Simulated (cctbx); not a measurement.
# DyGaS3 across an absorption edge

Space group Pnma (no. 62), a = 7.0140 Å, b = 9.4050 Å, c = 6.4600 Å, α = 90.00°, β = 90.00°, γ = 90.00°.

| atom | mult. | x | y | z | Ueq (Å²) |
| --- | --- | --- | --- | --- | --- |
| Dy1 | 4 | 0.5608 | 1/4 | 0.5215 | 0.0090 |
| Ga1 | 4 | 0 | 1/2 | 1/2 | 0.0125 |
| S1 | 4 | 0.9594 | 1/4 | 0.3824 | 0.0149 |
| S2 | 8 | 0.1964 | 0.5529 | 0.1943 | 0.0157 |

The model was made for the exercise: a known structure type with other elements put in, its volume estimated, not relaxed; displacement parameters are assumed.

Calculated with cctbx: free-atom f′ and f″ from the Sasaki tables, no fine structure; amplitudes in electrons.

```csv
E (eV),F 2 2 0,F 1 1 2,F 0 0 2,F 2 1 1
7190,138.9,98.1,217.0,32.0
7540,133.7,96.1,209.3,32.6
7670,129.3,94.5,203.0,33.2
7730,125.3,93.1,197.5,33.8
7760,121.2,91.7,191.9,34.3
7775,117.0,90.3,186.3,34.9
7782,113.4,89.0,181.4,35.4
7786,109.6,87.7,176.2,35.9
7794,111.6,87.7,177.7,36.2
7798,116.2,89.4,184.1,35.5
7805,120.3,90.8,189.5,35.0
7820,124.6,92.3,195.4,34.4
7850,128.8,93.8,201.1,33.8
7940,134.2,95.7,208.1,33.0
8190,138.7,97.2,213.7,32.3
```

**Question.** Which edge is crossed, and why do the reflections move as they do?

The L3 edge of Dy. The edge is at 7790 eV. f′ of Dy falls from -11.9 e at 7670 eV to -19.0 e at 4 eV below it, and f″ steps from 3.68 to 10.57 e across it. Over that approach |F| changes by -15 % (2 2 0), -7 % (1 1 2), -13 % (0 0 2) and +8 % (2 1 1): a reflection falls where Dy scatters in phase with the total and rises where it scatters against it; it hardly moves where the Dy term is small or cancels by symmetry. Above the edge the larger f″ enters the imaginary part, where it can add to or cancel the other atoms' f″. The structure is centrosymmetric, so Friedel mates stay equal.

[Logs are printed without paths, hosts, clocks, repeated set-up lines and the standing remarks that a program may print on its own settings, such as how far it seeks lower states.]
